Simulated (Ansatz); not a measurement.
# AlPt (Pt on 50 % of the Al sites, one arrangement): core-level shifts

Aim: core-level shifts of both metals in AlPt (Pt on 50 % of the Al sites, one arrangement), site by site. Spin–orbit coupling is left out of the bands throughout.

Main program and level: Ansatz 0.2.0; DFT, r2SCAN, plane-wave PAW, default files, scalar-relativistic.

## (1) Starting point

The cell holds 16 atoms: 8 Pt and 8 Al. Cell: a = 6.937 Å, b = 6.937 Å, c = 6.937 Å, α = 109.5°, β = 109.5°, γ = 109.5°. It derives from Al and Pt. How the cell was made: random alloy; site: Al; solute: Pt; fraction 0.5; sites picked by the rule 'random', which a small cell need not show; lattice typed at the start.

## (2) Relaxation

Atoms near a foreign or missing neighbour move off the ideal sites, so they are relaxed first.

File input.yaml:

```yaml
crystal:
  lattice:
    - [-4.0053058443, 4.0053058443, 4.0053058443]
    - [4.0053058443, -4.0053058443, 4.0053058443]
    - [4.0053058443, 4.0053058443, -4.0053058443]
  atoms:
    - { symbol: Pt, position: [0.0, 0.25, 0.75] }
    - { symbol: Pt, position: [0.0, 0.5, 0.5] }
    - { symbol: Al, position: [0.0, 0.75, 0.25] }
    - { symbol: Pt, position: [0.25, 0.0, 0.75] }
    - { symbol: Al, position: [0.0, 0.0, 0.0] }
    - { symbol: Al, position: [0.25, 0.25, 0.5] }
    - { symbol: Al, position: [0.25, 0.5, 0.25] }
    - { symbol: Al, position: [0.5, 0.75, 0.75] }
    - { symbol: Pt, position: [0.25, 0.75, 0.0] }
    - { symbol: Pt, position: [0.5, 0.0, 0.5] }
    - { symbol: Pt, position: [0.5, 0.25, 0.25] }
    - { symbol: Al, position: [0.75, 0.5, 0.75] }
    - { symbol: Pt, position: [0.5, 0.5, 0.0] }
    - { symbol: Al, position: [0.75, 0.75, 0.5] }
    - { symbol: Pt, position: [0.75, 0.0, 0.25] }
    - { symbol: Al, position: [0.75, 0.25, 0.0] }
kpoints:
  mp_grid: { grid: [4, 4, 4] }
scf:
  occupations: { method: fermi_dirac, width: 0.08 }
  n_extra_bands: 16
hamiltonian:
  xc: r2scan
  pseudopotentials: { kind: paw }
output:
  forces: true
relax:
  f_tol: 0.04
  max_steps: 35
```

Launch:

```console
$ ansatz run input.yaml --threads 4 --pin off --max-ram 14336MiB --backend cpu --events-out ev --progress --plain --runs-dir out
```

Numbers of over 12 decimals in the logs are rounded to 6 here.

The log of the run:

```text
scf.n_extra_bands = 16 over 84 filled bands (N_el = 168.0): the run solves 100 bands
Engine: ansatz 0.2.0, aarch64-unknown-linux-gnu
Pseudopotentials: kind: paw
Pseudopotential: Pt, paw, valence charge 18, recommended cutoff 500 eV (meta_gga), Pt.paw.azcp
Pseudopotential: Al, paw, valence charge 3, recommended cutoff 500 eV (meta_gga), Al.paw.azcp
Functional definition: r2SCAN
  parameter k0 = 0.174
  parameter k1 = 0.065
  parameter a1 = 4.9479
  exchange = r2scan_x(k0 = k0, k1 = k1, a1 = a1)
  correlation = r2scan_c
Crystal: 16 atoms, lattice volume = 257.020 Å³
Basis set: ecut = 500 eV, 6531 PW (Γ), exchange–correlation on 216×216×216 points (64 copies of the dense FFT grid, shifted against one another)
Bands: 100, of which v1, the nominal top of the filled ones, is band 84 counted from 1 (83 counted from 0)
Symmetry: 1 space group operations
Space group: P1 (ITA 1), of the structure as read, at distance tolerance 6.4e-5 Å
k-points: 36 of 64 (time reversal used)
Non-local potential: Pt, projectors of the file, l = 0: 3, l = 1: 2, l = 2: 2, l = 3: 1
Non-local potential: Al, projectors of the file, l = 0: 2, l = 1: 2, l = 2: 1
PAW form: soft (Blöchl's): semilocal exchange-correlation on the pseudo side does not see the compensation charge
PAW frozen core: Pt, regenerated for the run's functional (the file was generated under x = pbe(κ = 0.804, μ = 0.219515), c = pbe(β = 0.066725))
PAW frozen core: Al, regenerated for the run's functional (the file was generated under x = pbe(κ = 0.804, μ = 0.219515), c = pbe(β = 0.066725))
PAW one-centre angular grid: Pt, 590 points (default); XC on 160 Gauss nodes
PAW one-centre angular grid: Al, 302 points (default); XC on 160 Gauss nodes
Initial density: superposition of atomic densities (neutral atoms: chi_scale 0, normalization atom), corrected by the library's trained network
Initial wavefunctions: pseudopotential atomic-orbital guess
Functional: x = r2scan, c = r2scan; τ floored in thin density (d = 2e-4 eV/Å³)
SCF iter   1: F=—  HF=-104627.188842 eV  |F-HF|=—  |Δ(HF+E_count)|=         —  Δρ=1.49e-2  dr2=1.11e0  dr2_τ=1.45e-1  ethr=1.77e-3  ⟨swp⟩=6.1  Hψ=13750  notcnv=0  defer=34
preconditioner: auto → Kerker (q_TF=auto, 2.542 Å⁻¹)  [metal: Δε(μ)=0.032 eV  Ē_g=6.935 eV  σ=0.080 eV  W_gap=0.10  n_scr=78 (ndim 8)  ℏωp=23.6 eV  f_vac=0.000  D(μ)=5.68/eV (n_scr^D=42)]
SCF iter   2: F=—  HF=-104627.174083 eV  |F-HF|=—  |Δ(HF+E_count)|=   1.48e-2  Δρ=4.67e-3  dr2=8.05e-2  dr2_τ=2.83e-2  ethr=6.64e-4  ⟨swp⟩=3.0  Hψ=6120  notcnv=0  defer=148
SCF iter   3: F=—  HF=-104627.170082 eV  |F-HF|=—  |Δ(HF+E_count)|=   4.00e-3  Δρ=2.57e-3  dr2=2.01e-2  dr2_τ=4.54e-4  ethr=4.79e-5  ⟨swp⟩=1.1  Hψ=3560  notcnv=0  defer=148
SCF iter   4: F=—  HF=-104627.166663 eV  |F-HF|=—  |Δ(HF+E_count)|=   3.42e-3  Δρ=8.66e-4  dr2=3.00e-3  dr2_τ=6.63e-4  ethr=1.20e-5  ⟨swp⟩=2.3  Hψ=5493  notcnv=0  defer=148
SCF iter   5: F=—  HF=-104627.166223 eV  |F-HF|=—  |Δ(HF+E_count)|=   4.40e-4  Δρ=3.37e-4  dr2=3.46e-4  dr2_τ=3.24e-5  ethr=1.79e-6  ⟨swp⟩=2.4  Hψ=4979  notcnv=0  defer=148
SCF iter   6: F=-104627.166154 eV  HF=-104627.166176 eV  |F-HF|=2.15e-5  |Δ(HF+E_count)|=   4.73e-5  Δρ=9.31e-5  dr2=3.04e-5  dr2_τ=4.59e-6  ethr=2.38e-8  ⟨swp⟩=2.4  Hψ=12172  notcnv=0
SCF 1 converged in 6 iterations: F = -104627.166154 eV  dr2 = 3.04e-5
  greatest PAW one-centre occupation: 1.000 electrons in one spin orbital (limit 2), on the Pt atom at site 14 (counted from 0), in its partial waves of l = 0
relax step   1: F+E_penalty+E_count = -104627.16615424 eV  Δ(F+E_penalty+E_count) = +0.000e0 eV  max|allowed force component| = 1.823e0 eV/Å  Δτ_max = 0.0000 Å  (6 SCF iters, dr2 threshold 4.00e-5 eV, accepted)
Initial density: handed on by an earlier stage of this run
Initial wavefunctions: those handed on with the density
iter 1 solved again at ethr=3.07e-4 eV; its pass at ethr=3.10e-3 eV (dr2=5.16e-1 eV) is discarded
SCF iter   1: F=—  HF=-104624.569535 eV  |F-HF|=—  |Δ(HF+E_count)|=         —  Δρ=1.68e-2  dr2=5.23e-1  dr2_τ=3.76e1  ethr=3.07e-4  ⟨swp⟩=1.0  Hψ=13142  notcnv=0  defer=156
preconditioner: auto → Kerker (q_TF=auto, 2.542 Å⁻¹)  [metal: Δε(μ)=0.012 eV  Ē_g=7.005 eV  σ=0.080 eV  W_gap=0.04  n_scr=78 (ndim 8)  ℏωp=23.6 eV  f_vac=0.000  D(μ)=6.85/eV (n_scr^D=42)]
SCF iter   2: F=—  HF=-104629.379161 eV  |F-HF|=—  |Δ(HF+E_count)|=    4.81e0  Δρ=1.07e-2  dr2=2.58e-1  dr2_τ=2.07e-2  ethr=3.07e-4  ⟨swp⟩=2.8  Hψ=6930  notcnv=0  defer=156
SCF iter   3: F=—  HF=-104629.373099 eV  |F-HF|=—  |Δ(HF+E_count)|=   6.06e-3  Δρ=5.84e-3  dr2=9.51e-2  dr2_τ=4.98e-3  ethr=1.53e-4  ⟨swp⟩=1.0  Hψ=3486  notcnv=0  defer=156
SCF iter   4: F=—  HF=-104629.372340 eV  |F-HF|=—  |Δ(HF+E_count)|=   7.59e-4  Δρ=1.23e-3  dr2=5.14e-3  dr2_τ=1.59e-3  ethr=5.66e-5  ⟨swp⟩=2.0  Hψ=5252  notcnv=0  defer=169
SCF iter   5: F=—  HF=-104629.372026 eV  |F-HF|=—  |Δ(HF+E_count)|=   3.14e-4  Δρ=4.94e-4  dr2=7.14e-4  dr2_τ=6.22e-5  ethr=3.06e-6  ⟨swp⟩=2.3  Hψ=5588  notcnv=0  defer=169
SCF iter   6: F=—  HF=-104629.372123 eV  |F-HF|=—  |Δ(HF+E_count)|=   9.75e-5  Δρ=2.24e-4  dr2=2.30e-4  dr2_τ=3.57e-5  ethr=4.25e-7  ⟨swp⟩=2.0  Hψ=5350  notcnv=0  defer=169
SCF iter   7: F=-104629.372116 eV  HF=-104629.372116 eV  |F-HF|=3.60e-7  |Δ(HF+E_count)|=   7.34e-6  Δρ=6.22e-5  dr2=1.56e-5  dr2_τ=1.75e-6  ethr=5.95e-8  ⟨swp⟩=2.6  Hψ=11394  notcnv=0
SCF 2 converged in 7 iterations: F = -104629.372116 eV  dr2 = 1.56e-5
  greatest PAW one-centre occupation: 1.000 electrons in one spin orbital (limit 2), on the Pt atom at site 12 (counted from 0), in its partial waves of l = 0
relax step   2: F+E_penalty+E_count = -104629.37211573 eV  Δ(F+E_penalty+E_count) = -2.206e0 eV  max|allowed force component| = 1.282e0 eV/Å  Δτ_max = 0.1947 Å  (7 SCF iters, dr2 threshold 1.00e-4 eV, accepted)
SCF iter   1: F=—  HF=-104625.993202 eV  |F-HF|=—  |Δ(HF+E_count)|=         —  Δρ=1.51e-2  dr2=4.60e-1  dr2_τ=2.85e1  ethr=2.05e-3  ⟨swp⟩=4.0  Hψ=9859  notcnv=0  defer=130
preconditioner: auto → Kerker (q_TF=auto, 2.542 Å⁻¹)  [metal: Δε(μ)=0.011 eV  Ē_g=7.136 eV  σ=0.080 eV  W_gap=0.03  n_scr=78 (ndim 8)  ℏωp=23.6 eV  f_vac=0.000  D(μ)=7.03/eV (n_scr^D=54)]
SCF iter   2: F=—  HF=-104630.289956 eV  |F-HF|=—  |Δ(HF+E_count)|=    4.30e0  Δρ=9.47e-3  dr2=1.75e-1  dr2_τ=1.88e-2  ethr=2.74e-4  ⟨swp⟩=2.6  Hψ=7609  notcnv=0  defer=172
SCF iter   3: F=—  HF=-104630.287695 eV  |F-HF|=—  |Δ(HF+E_count)|=   2.26e-3  Δρ=5.01e-3  dr2=5.78e-2  dr2_τ=4.20e-3  ethr=1.04e-4  ⟨swp⟩=1.0  Hψ=3428  notcnv=0  defer=172
SCF iter   4: F=—  HF=-104630.290382 eV  |F-HF|=—  |Δ(HF+E_count)|=   2.69e-3  Δρ=1.01e-3  dr2=3.53e-3  dr2_τ=1.17e-3  ethr=3.44e-5  ⟨swp⟩=2.0  Hψ=5176  notcnv=0  defer=172
SCF iter   5: F=—  HF=-104630.290486 eV  |F-HF|=—  |Δ(HF+E_count)|=   1.04e-4  Δρ=4.24e-4  dr2=4.55e-4  dr2_τ=3.62e-5  ethr=2.10e-6  ⟨swp⟩=2.1  Hψ=5106  notcnv=0  defer=172
SCF iter   6: F=—  HF=-104630.290616 eV  |F-HF|=—  |Δ(HF+E_count)|=   1.31e-4  Δρ=1.44e-4  dr2=7.21e-5  dr2_τ=1.11e-5  ethr=2.71e-7  ⟨swp⟩=2.0  Hψ=5338  notcnv=0  defer=172
SCF iter   7: F=-104630.290624 eV  HF=-104630.290623 eV  |F-HF|=8.75e-7  |Δ(HF+E_count)|=   6.63e-6  Δρ=5.13e-5  dr2=8.50e-6  dr2_τ=1.29e-6  ethr=4.29e-8  ⟨swp⟩=3.1  Hψ=9593  notcnv=0
SCF 3 converged in 7 iterations: F = -104630.290624 eV  dr2 = 8.50e-6
relax step   3: F+E_penalty+E_count = -104630.29062397 eV  Δ(F+E_penalty+E_count) = -9.185e-1 eV  max|allowed force component| = 5.183e-1 eV/Å  Δτ_max = 0.1983 Å  (7 SCF iters, dr2 threshold 1.00e-4 eV, accepted)
[...]
relax step   4: F+E_penalty+E_count = -104630.68299791 eV  Δ(F+E_penalty+E_count) = -3.924e-1 eV  max|allowed force component| = 3.096e-1 eV/Å  Δτ_max = 0.2000 Å  (8 SCF iters, dr2 threshold 4.39e-5 eV, accepted)
[...]
relax step   5: F+E_penalty+E_count = -104630.83378440 eV  Δ(F+E_penalty+E_count) = -1.508e-1 eV  max|allowed force component| = 2.283e-1 eV/Å  Δτ_max = 0.2000 Å  (8 SCF iters, dr2 threshold 1.57e-5 eV, accepted)
[...]
relax step   6: F+E_penalty+E_count = -104630.85096946 eV  Δ(F+E_penalty+E_count) = -1.719e-2 eV  max|allowed force component| = 5.694e-2 eV/Å  Δτ_max = 0.0518 Å  (6 SCF iters, dr2 threshold 1.86e-5 eV, accepted)
SCF iter   1: F=—  HF=-104630.711405 eV  |F-HF|=—  |Δ(HF+E_count)|=         —  Δρ=1.75e-3  dr2=6.56e-3  dr2_τ=3.77e-1  ethr=3.28e-5  ⟨swp⟩=2.4  Hψ=7729  notcnv=0  defer=180
preconditioner: auto → Kerker (q_TF=auto, 2.542 Å⁻¹)  [metal: Δε(μ)=0.013 eV  Ē_g=7.380 eV  σ=0.080 eV  W_gap=0.04  n_scr=78 (ndim 8)  ℏωp=23.6 eV  f_vac=0.000  D(μ)=6.06/eV (n_scr^D=42)]
SCF iter   2: F=—  HF=-104630.853892 eV  |F-HF|=—  |Δ(HF+E_count)|=   1.42e-1  Δρ=1.34e-3  dr2=2.96e-3  dr2_τ=2.67e-4  ethr=3.91e-6  ⟨swp⟩=2.0  Hψ=7197  notcnv=0  defer=180
SCF iter   3: F=—  HF=-104630.853936 eV  |F-HF|=—  |Δ(HF+E_count)|=   4.47e-5  Δρ=6.50e-4  dr2=8.24e-4  dr2_τ=7.04e-5  ethr=1.76e-6  ⟨swp⟩=1.0  Hψ=3420  notcnv=0  defer=180
SCF iter   4: F=—  HF=-104630.854029 eV  |F-HF|=—  |Δ(HF+E_count)|=   9.27e-5  Δρ=9.85e-5  dr2=3.18e-5  dr2_τ=3.86e-6  ethr=4.90e-7  ⟨swp⟩=2.0  Hψ=5625  notcnv=0  defer=180
SCF iter   5: F=—  HF=-104630.853828 eV  |F-HF|=—  |Δ(HF+E_count)|=   2.01e-4  Δρ=4.78e-5  dr2=9.59e-6  dr2_τ=1.31e-6  ethr=1.90e-8  ⟨swp⟩=2.0  Hψ=5174  notcnv=0  defer=180
SCF iter   6: F=—  HF=-104630.853828 eV  |F-HF|=—  |Δ(HF+E_count)|=   6.31e-7  Δρ=1.71e-5  dr2=1.58e-6  dr2_τ=2.04e-7  ethr=5.71e-9  ⟨swp⟩=2.0  Hψ=5257  notcnv=0  defer=180
SCF iter   7: F=—  HF=-104630.853828 eV  |F-HF|=—  |Δ(HF+E_count)|=   1.05e-7  Δρ=7.81e-6  dr2=2.35e-7  dr2_τ=2.75e-8  ethr=9.40e-10  ⟨swp⟩=2.0  Hψ=5151  notcnv=0  defer=180
SCF iter   8: F=-104630.853829 eV  HF=-104630.853829 eV  |F-HF|=1.04e-8  |Δ(HF+E_count)|=   5.82e-8  Δρ=3.25e-6  dr2=4.88e-8  dr2_τ=4.78e-9  ethr=5.95e-11  ⟨swp⟩=4.0  Hψ=11638  notcnv=0
SCF 7 converged in 8 iterations: F = -104630.853829 eV  dr2 = 4.88e-8
relax step   7: F+E_penalty+E_count = -104630.85382853 eV  Δ(F+E_penalty+E_count) = -2.859e-3 eV  max|allowed force component| = 1.973e-2 eV/Å  Δτ_max = 0.0248 Å  (8 SCF iters, accepted)
iter 1 solved again at ethr=2.93e-11 eV; its pass at ethr=3.10e-3 eV (dr2=4.92e-8 eV) is discarded
SCF iter   1: F=—  HF=-104630.853829 eV  |F-HF|=—  |Δ(HF+E_count)|=         —  Δρ=3.25e-6  dr2=4.88e-8  dr2_τ=4.78e-9  ethr=2.93e-11  ⟨swp⟩=1.0  Hψ=10626  notcnv=0  defer=179
preconditioner: auto → Kerker (q_TF=auto, 2.542 Å⁻¹)  [metal: Δε(μ)=0.003 eV  Ē_g=7.374 eV  σ=0.080 eV  W_gap=0.01  n_scr=78 (ndim 8)  ℏωp=23.6 eV  f_vac=0.000  D(μ)=6.08/eV (n_scr^D=42)]
SCF iter   2: F=-104630.853829 eV  HF=-104630.853829 eV  |F-HF|=4.66e-10  |Δ(HF+E_count)|=   3.48e-9  Δρ=1.98e-6  dr2=2.20e-8  dr2_τ=4.57e-10  ethr=2.90e-11  ⟨swp⟩=3.0  Hψ=9516  notcnv=0
SCF 8 converged in 2 iterations: F = -104630.853829 eV  dr2 = 2.20e-8
SCF converged after 2 iterations
Free energy (F): -104630.853829 eV
Harris-Foulkes:  -104630.853829 eV  (|F-HF|=4.66e-10)
Internal energy: -104630.728810 eV  (E = F + TS)
E sigma→0 (E₀):  -104630.791320 eV
Entropy (-TS):   -0.125018 eV (-7.814 meV/atom)
Fermi energy:    14.903132 eV
--- Per-component energies (eV) ---
  E_band       = -2178.964891
  E_kinetic    = 5301.180868
  E_local      = -19064.829386  (includes V_loc(G=0)·N_el)
  E_nonlocal   = 1681.405708
  E_hartree    = 7548.337860
  E_xc         = -2303.718198
  E_vxc        = -2969.429639  (∫ρ·V_xc dr)
  E_paw        = -79623.914640  (= ΣΔE_a)
  E_vpaw       = -2412.135871  (= ΣTr[D̂ρ^β])
  E_aug_tail   = 0.001203  (compensation charges beyond the density's cutoff)
  E_vtau       = 188.172516  (kinetic-family band-sum trace: ∫τ·v_τ [+ j·A + Jᵃ·Aᵃ] dr)
  E_ewald      = -18166.859405
  E_core_change = -2.332820  (= ΣΔE_core)
  E_smearing   = -0.125018  (= −TS)
  E_closure    = -0.000000  (closes the sum)
  Σ components = -104630.853829   (vs F -104630.853829, Δ=0.00e0)
--- Forces (eV/Å), atoms counted from 1 ---
  atom   1  Pt     0.01972239    -0.01143716     0.00351546
  atom   2  Pt     0.00154091     0.00040243     0.00656501
  atom   3  Al    -0.00202195    -0.00853181    -0.00736715
  atom   4  Pt    -0.00555529     0.00696103    -0.00398542
  atom   5  Al    -0.01406159    -0.00464970    -0.01203985
  atom   6  Al    -0.00535657     0.00266969     0.00041372
  atom   7  Al    -0.00519932    -0.00283407    -0.00137755
  atom   8  Al    -0.00432701    -0.00324666    -0.00611853
  atom   9  Pt     0.00301738     0.00297188    -0.00107235
  atom  10  Pt     0.01529237     0.00048517     0.00003205
  atom  11  Pt    -0.01747684     0.00983812    -0.00762786
  atom  12  Al     0.00135559     0.00517828     0.00496773
  atom  13  Pt    -0.00341264     0.00884500     0.00678004
  atom  14  Al    -0.00531034     0.00428426     0.00489444
  atom  15  Pt     0.01930911    -0.01238334     0.00369911
  atom  16  Al     0.00250835     0.00146613     0.00873819
  max |Σ_I F_I| component: 2.46e-5 eV/Å
--- Relaxed structure (7 steps of the walk, 7 accepted, 0 SCFs on fresh bases) ---
  F+E_penalty+E_count = -104630.85382853 eV   max|allowed force component| = 1.973e-2 eV/Å
  atoms:
    - { symbol: Pt, position: [-0.00864117, 0.244985, 0.810469] }
    - { symbol: Pt, position: [0.00264335, 0.485719, 0.450528] }
    - { symbol: Al, position: [0.013377, 0.756414, 0.254842] }
    - { symbol: Pt, position: [0.212950, -0.010884, 0.708699] }
    - { symbol: Al, position: [0.062072, 0.029389, 0.026195] }
    - { symbol: Al, position: [0.244175, 0.265535, 0.523024] }
    - { symbol: Al, position: [0.263330, 0.516774, 0.243920] }
    - { symbol: Al, position: [0.436155, 0.756319, 0.777515] }
    - { symbol: Pt, position: [0.200135, 0.743122, 0.00334815] }
    - { symbol: Pt, position: [0.506126, -0.050153, 0.516531] }
    - { symbol: Pt, position: [0.507087, 0.326389, 0.317738] }
    - { symbol: Al, position: [0.761574, 0.451120, 0.729575] }
    - { symbol: Pt, position: [0.537136, 0.493778, -0.036786] }
    - { symbol: Al, position: [0.754779, 0.769871, 0.468299] }
    - { symbol: Pt, position: [0.793597, -0.00801103, 0.206776] }
    - { symbol: Al, position: [0.713505, 0.229632, -0.000674179] }
```

The job ended after 4 min (4 threads of Arm Neoverse V2, shared host; peak memory 1.9 GiB).

Relaxation path:

```csv
step,energy less that of the first step (eV),largest force component (eV/Å)
1,0.0000,1.8230
2,-2.2060,1.2825
3,-3.1245,0.5183
4,-3.5168,0.3096
5,-3.6676,0.2283
6,-3.6848,0.0569
7,-3.6877,0.0197
```

The atoms that moved most (Å):

| atom | dx | dy | dz | length |
| --- | --- | --- | --- | --- |
| Pt11 | 0.549 | -0.006 | 0.063 | 0.553 |
| Al8 | 0.391 | -0.171 | -0.341 | 0.546 |
| Pt15 | -0.380 | 0.034 | 0.316 | 0.495 |
| Pt1 | 0.257 | 0.228 | -0.297 | 0.454 |
| Pt13 | -0.321 | 0.026 | 0.271 | 0.421 |
| Pt10 | -0.159 | 0.292 | -0.243 | 0.411 |
| Al12 | -0.324 | 0.160 | -0.068 | 0.368 |
| Al5 | -0.026 | 0.236 | 0.261 | 0.353 |

Numbers from this step:

```
free energy             : -104630.8538 eV
energy at zero smearing : -104630.7913 eV
smearing term TS        : 0.1250 eV
Fermi energy            : 14.90 eV
symmetry operations     : 1
```

The relaxation ends 230 meV an atom lower, with a largest force component of 0.020 eV/Å.

(Continued in part 2 of 3.)

[Logs are printed without paths, hosts, clocks, repeated set-up lines and the standing remarks that a program may print on its own settings, such as how far it seeks lower states.]

[Hosts, paths, dates, database ids (printed as entryN), source tags and the programs' standing remarks are cut or masked in the printed files.]

[Maps of the electrostatic potential energy from Ansatz leave out the sawtooth potential of an applied field or a dipole correction, so their vacuum need not be flat; work functions include it.]
